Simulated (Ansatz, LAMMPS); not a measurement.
# Structural relaxation of aqueous Cs+ and SO4 2-, 1.9 mol of salt per kg of water, from a frame at 330 K (94 atoms), part 2 of 3

Aim: bring aqueous Cs+ and SO4 2-, 1.9 mol of salt per kg of water, from a frame at 330 K (94 atoms) to a nearby minimum of the energy and see what moves.

Ansatz 0.2.0; Kohn-Sham DFT, PBE+D4, PAW (set soft_2), plane waves.

The cell: 33 O, 1 S, 58 H and 2 Cs. The network of contacts between molecules at the start is that of the classical potential that made the cell. The concentration wasn't checked against solubility and may exceed it. The density was typed from a rule of thumb and may lie off the real one at this temperature. The Brillouin zone is sampled at Γ only, in a cell whose shortest periodic width is 10 Å.

So far. Step 3 (Single point at the start): The r.m.s. force component of 0.65 eV/Å and the pressure of -0.012 GPa set the starting point.

### 4. Relaxation

With the cell held, the atoms are moved downhill towards a nearby minimum.

Input file input.yaml:

```yaml
crystal:
  lattice:
    - [9.89209, 0.0, 0.0]
    - [0.0, 9.89209, 0.0]
    - [0.0, 0.0, 9.89209]
  atoms:
    [... the 94 atom lines of step 3 ...]
kpoints:
  mp_grid: { grid: [1, 1, 1] }
hamiltonian:
  xc: pbe
  dispersion: d4
scf:
  occupations: { method: fermi_dirac, width: 0.025 }
output:
  forces: true
relax:
  f_tol: 0.05
  max_steps: 200
```

The run is started by

```bash
$ ansatz run input.yaml --threads 4 --pin off --max-ram 8192MiB --backend cpu --events-out ev --progress --plain --runs-dir out
```

Numbers of over 12 decimals in the logs are rounded to 6 here.

Output:

```text
[...]
Crystal: 94 atoms, lattice volume = 967.975 Å³
Basis set: ecut = 420 eV, 18949 PW (Γ), exchange–correlation on 144×144×144 points (8 copies of the dense FFT grid, shifted against one another)
Bands: 234, of which v1, the nominal top of the filled ones, is band 140 counted from 1 (139 counted from 0)
Symmetry: 1 space group operations
[...]
k-points: 1
[...]
SCF iter   1: F=—  HF=-31905.796685 eV  |F-HF|=—  |Δ(HF+E_count)|=         —  Δρ=3.13e-3  dr2=8.90e-2  ethr=1.77e-3  ⟨swp⟩=6.0  Hψ=1104  notcnv=0  defer=51
[...]
SCF iter   6: F=-31905.728948 eV  HF=-31905.728953 eV  |F-HF|=5.69e-6  |Δ(HF+E_count)|=   3.52e-6  Δρ=3.63e-5  dr2=1.05e-5  ethr=2.12e-8  ⟨swp⟩=3.0  Hψ=698  notcnv=0
[...]
SCF 1 converged in 6 iterations: F = -31905.728948 eV  dr2 = 1.05e-5
[...]
relax step   1: F+E_penalty+E_count = -31905.72894752 eV  Δ(F+E_penalty+E_count) = +0.000e0 eV  max|allowed force component| = 2.867e0 eV/Å  Δτ_max = 0.0000 Å  (6 SCF iters, dr2 threshold 6.25e-5 eV, accepted)
[... from here on, the SCF cycles and remarks between the steps are left out ...]
relax step   2: F+E_penalty+E_count = -31908.28098372 eV  Δ(F+E_penalty+E_count) = -2.552e0 eV  max|allowed force component| = 1.750e0 eV/Å  Δτ_max = 0.1950 Å  (6 SCF iters, dr2 threshold 1.00e-4 eV, accepted)
relax step   3: F+E_penalty+E_count = -31910.01153444 eV  Δ(F+E_penalty+E_count) = -1.731e0 eV  max|allowed force component| = 7.013e-1 eV/Å  Δτ_max = 0.1949 Å  (7 SCF iters, dr2 threshold 1.00e-4 eV, accepted)
relax step   4: F+E_penalty+E_count = -31910.66293456 eV  Δ(F+E_penalty+E_count) = -6.514e-1 eV  max|allowed force component| = 7.127e-1 eV/Å  Δτ_max = 0.1950 Å  (6 SCF iters, dr2 threshold 7.90e-5 eV, accepted)
relax step   5: F+E_penalty+E_count = -31911.05250153 eV  Δ(F+E_penalty+E_count) = -3.896e-1 eV  max|allowed force component| = 5.567e-1 eV/Å  Δτ_max = 0.1951 Å  (6 SCF iters, dr2 threshold 8.16e-5 eV, accepted)
relax step   6: F+E_penalty+E_count = -31911.36103074 eV  Δ(F+E_penalty+E_count) = -3.085e-1 eV  max|allowed force component| = 3.492e-1 eV/Å  Δτ_max = 0.2000 Å  (6 SCF iters, dr2 threshold 1.00e-4 eV, accepted)
relax step   7: F+E_penalty+E_count = -31911.57786818 eV  Δ(F+E_penalty+E_count) = -2.168e-1 eV  max|allowed force component| = 5.336e-1 eV/Å  Δτ_max = 0.1936 Å  (6 SCF iters, dr2 threshold 4.80e-5 eV, accepted)
relax step   8: F+E_penalty+E_count = -31911.73431682 eV  Δ(F+E_penalty+E_count) = -1.564e-1 eV  max|allowed force component| = 5.078e-1 eV/Å  Δτ_max = 0.1926 Å  (6 SCF iters, dr2 threshold 1.00e-4 eV, accepted)
relax step   9: F+E_penalty+E_count = -31911.84124750 eV  Δ(F+E_penalty+E_count) = -1.069e-1 eV  max|allowed force component| = 5.410e-1 eV/Å  Δτ_max = 0.1922 Å  (6 SCF iters, dr2 threshold 1.00e-4 eV, accepted)
relax step  10: F+E_penalty+E_count = -31911.91095108 eV  Δ(F+E_penalty+E_count) = -6.970e-2 eV  max|allowed force component| = 4.582e-1 eV/Å  Δτ_max = 0.1767 Å  (6 SCF iters, dr2 threshold 1.00e-4 eV, accepted)
relax step  11: F+E_penalty+E_count = -31911.94871795 eV  Δ(F+E_penalty+E_count) = -3.777e-2 eV  max|allowed force component| = 1.267e-1 eV/Å  Δτ_max = 0.0762 Å  (6 SCF iters, dr2 threshold 1.00e-4 eV, accepted)
relax step  12: F+E_penalty+E_count = -31911.96748092 eV  Δ(F+E_penalty+E_count) = -1.876e-2 eV  max|allowed force component| = 1.112e-1 eV/Å  Δτ_max = 0.0732 Å  (9 SCF iters, accepted)
relax step  13: F+E_penalty+E_count = -31911.98222322 eV  Δ(F+E_penalty+E_count) = -1.474e-2 eV  max|allowed force component| = 1.401e-1 eV/Å  Δτ_max = 0.1071 Å  (9 SCF iters, accepted)
relax step  14: F+E_penalty+E_count = -31911.98960215 eV  Δ(F+E_penalty+E_count) = -7.379e-3 eV  max|allowed force component| = 9.629e-2 eV/Å  Δτ_max = 0.0683 Å  (6 SCF iters, dr2 threshold 1.51e-5 eV, accepted)
relax step  15: F+E_penalty+E_count = -31911.99703844 eV  Δ(F+E_penalty+E_count) = -7.436e-3 eV  max|allowed force component| = 7.841e-2 eV/Å  Δτ_max = 0.0551 Å  (7 SCF iters, dr2 threshold 4.38e-6 eV, accepted)
relax step  16: F+E_penalty+E_count = -31912.00555077 eV  Δ(F+E_penalty+E_count) = -8.512e-3 eV  max|allowed force component| = 1.172e-1 eV/Å  Δτ_max = 0.1190 Å  (7 SCF iters, dr2 threshold 2.91e-6 eV, accepted)
relax step  17: F+E_penalty+E_count = -31912.01177159 eV  Δ(F+E_penalty+E_count) = -6.221e-3 eV  max|allowed force component| = 1.597e-1 eV/Å  Δτ_max = 0.1219 Å  (7 SCF iters, dr2 threshold 9.11e-6 eV, accepted)
relax step  18: F+E_penalty+E_count = -31912.01441417 eV  Δ(F+E_penalty+E_count) = -2.643e-3 eV  max|allowed force component| = 4.842e-1 eV/Å  Δτ_max = 0.1625 Å  (6 SCF iters, dr2 threshold 2.55e-5 eV, accepted)
relax step  19: F+E_penalty+E_count = -31912.02001829 eV  Δ(F+E_penalty+E_count) = -5.604e-3 eV  max|allowed force component| = 8.290e-1 eV/Å  Δτ_max = 0.1345 Å  (5 SCF iters, dr2 threshold 1.00e-4 eV, accepted)
relax step  20: F+E_penalty+E_count = -31912.04355932 eV  Δ(F+E_penalty+E_count) = -2.354e-2 eV  max|allowed force component| = 1.453e-1 eV/Å  Δτ_max = 0.2000 Å  (6 SCF iters, dr2 threshold 1.00e-4 eV, accepted)
relax step  21: F+E_penalty+E_count = -31912.06191618 eV  Δ(F+E_penalty+E_count) = -1.836e-2 eV  max|allowed force component| = 1.867e-1 eV/Å  Δτ_max = 0.2000 Å  (8 SCF iters, accepted)
relax step  22: F+E_penalty+E_count = -31912.02146686 eV  Δ(F+E_penalty+E_count) = +4.045e-2 eV  max|allowed force component| = 4.004e-1 eV/Å  Δτ_max = 0.2000 Å  (9 SCF iters, rejected (line search))
relax step  23: F+E_penalty+E_count = -31912.07037831 eV  Δ(F+E_penalty+E_count) = -8.462e-3 eV  max|allowed force component| = 4.468e-1 eV/Å  Δτ_max = 0.0985 Å  (9 SCF iters, accepted)
relax step  24: F+E_penalty+E_count = -31912.07818708 eV  Δ(F+E_penalty+E_count) = -7.809e-3 eV  max|allowed force component| = 3.494e-2 eV/Å  Δτ_max = 0.0601 Å  (5 SCF iters, dr2 threshold 1.00e-4 eV, accepted)
relax step  25: F+E_penalty+E_count = -31912.07819543 eV  Δ(F+E_penalty+E_count) = -8.356e-6 eV  max|allowed force component| = 3.626e-2 eV/Å  Δτ_max = 0.0000 Å  (5 SCF iters, accepted)
SCF converged after 5 iterations
Free energy (F): -31912.078195 eV
[...]
Internal energy: -31912.078195 eV  (E = F + TS)
E sigma→0 (E₀):  -31912.078195 eV
Fermi energy:    0.958955 eV
[...]
--- Forces (eV/Å), atoms counted from 1 ---
  atom   1  O      0.00739462    -0.00938489    -0.02761972
  atom   2  S     -0.00916839     0.00176652     0.02567733
  atom   3  O     -0.02456670    -0.00449480     0.00663819
  atom   4  O      0.01382129     0.00480616    -0.00882673
  atom   5  O     -0.00204719     0.00739367    -0.00637106
  atom   6  O     -0.00371590     0.01087383    -0.00150261
  atom   7  H      0.00177329    -0.00064702    -0.00275359
  atom   8  H      0.00526286    -0.00777274     0.00355856
  atom   9  O      0.01185397    -0.02045405     0.00891851
  atom  10  H     -0.00334630     0.01373487    -0.00118629
  atom  11  H      0.00412816     0.01053428    -0.00765594
  atom  12  O      0.00769509     0.00318715     0.00083919
  atom  13  H     -0.00603998    -0.00161233     0.00030239
  atom  14  H     -0.00043256    -0.01275925     0.00217315
[...]
atom  93  Cs     0.00332620    -0.00393995     0.02571993
  atom  94  Cs     0.00093965    -0.00044622    -0.02246845
  max |Σ_I F_I| component: 2.73e-5 eV/Å
--- Relaxed structure (25 steps of the walk, 24 accepted, 0 SCFs on fresh bases) ---
  F+E_penalty+E_count = -31912.07819543 eV   max|allowed force component| = 3.626e-2 eV/Å
  atoms:
    - { symbol: O, position: [0.505485, 0.370807, 0.188751] }
    - { symbol: S, position: [0.465178, 0.398167, 0.332629] }
    - { symbol: O, position: [0.315658, 0.425291, 0.338681] }
    - { symbol: O, position: [0.498548, 0.277972, 0.417733] }
[...]
- { symbol: Cs, position: [0.697597, 0.857397, 0.953899] }
```

Run time: 2.2 min. Hardware: 4 threads of Arm Neoverse V2, shared host; peak memory 1.1 GiB.

Notices of the run: relaxed geometry near dispersion switch.

Relaxation path (22 of 25):

```csv
step,energy less that of the first step (eV),largest force component (eV/Å)
1,0.0000,2.8671
2,-2.5520,1.7498
3,-4.2826,0.7013
4,-4.9340,0.7127
6,-5.6321,0.3492
7,-5.8489,0.5336
8,-6.0054,0.5078
9,-6.1123,0.5410
10,-6.1820,0.4582
11,-6.2198,0.1267
12,-6.2385,0.1112
14,-6.2607,0.0963
15,-6.2681,0.0784
16,-6.2766,0.1172
17,-6.2828,0.1597
18,-6.2855,0.4842
19,-6.2911,0.8290
20,-6.3146,0.1453
22,-6.2925,0.4004
23,-6.3414,0.4468
24,-6.3492,0.0349
25,-6.3492,0.0363
```

Relaxation step 22 was tried and not accepted.

The atoms that moved most (Å):

```csv
atom,dx,dy,dz,length
H31,0.854,1.188,-0.444,1.529
H67,-0.682,-0.379,1.314,1.528
O12,1.132,0.276,-0.807,1.417
H13,0.957,0.147,-0.718,1.206
H25,0.688,0.017,-0.915,1.145
H44,0.713,-0.663,-0.534,1.111
O27,0.466,-0.158,0.968,1.086
O66,-0.569,-0.446,0.806,1.083
```

The relaxation changed the energy by -67.5 meV/atom, and atoms moved by 0.67 Å r.m.s., 1.5 Å at most.

### 5. Distances and neighbours after relaxation

Density 1.52 g/cm³, 10.30 Å³ an atom.

Pair distribution functions g(r), in bins of 0.2 Å:

```csv
r (Å),total,H-H,H-O,H-Cs,H-S,O-O,O-Cs
0.90,4.67,0.00,10.80,0.00,0.00,0.00,0.00
1.10,0.58,0.00,1.34,0.00,0.00,0.00,0.00
1.30,0.00,0.00,0.00,0.00,0.00,0.00,0.00
1.50,1.16,2.54,0.09,0.00,0.00,0.00,0.00
1.70,0.95,0.17,2.02,0.00,0.00,0.00,0.00
1.90,0.53,0.06,1.17,0.00,0.00,0.00,0.00
2.10,0.60,1.37,0.19,0.00,0.00,0.00,0.00
2.30,0.62,1.56,0.07,0.00,0.00,0.00,0.00
2.50,0.63,1.31,0.06,0.00,0.00,0.82,0.00
2.70,0.75,0.56,0.16,0.00,3.48,3.45,0.00
2.90,0.87,0.48,0.99,0.38,3.96,1.56,0.00
3.10,0.98,0.57,1.42,1.34,1.41,0.22,4.29
3.30,1.26,1.08,1.66,1.20,0.00,0.66,1.10
3.50,1.27,1.29,1.30,2.75,1.07,0.63,2.41
3.70,1.11,1.07,1.27,0.48,0.47,0.78,1.26
3.90,1.17,1.23,0.93,2.42,0.43,1.54,1.16
4.10,1.10,1.05,1.14,1.41,0.41,1.35,0.00
4.30,0.99,1.00,0.91,1.08,2.82,1.04,0.95
4.50,1.06,1.11,1.04,0.50,1.01,1.08,1.44
4.70,0.95,1.04,0.82,0.88,1.18,1.15,1.60
```

(Part 2 of 3 ends here.)

[Logs are printed without paths, hosts, clocks, repeated set-up lines and the standing remarks that a program may print on its own settings, such as how far it seeks lower states.]

[Hosts, paths, dates, database ids (printed as entryN), source tags and the programs' standing remarks are cut or masked in the printed files.]
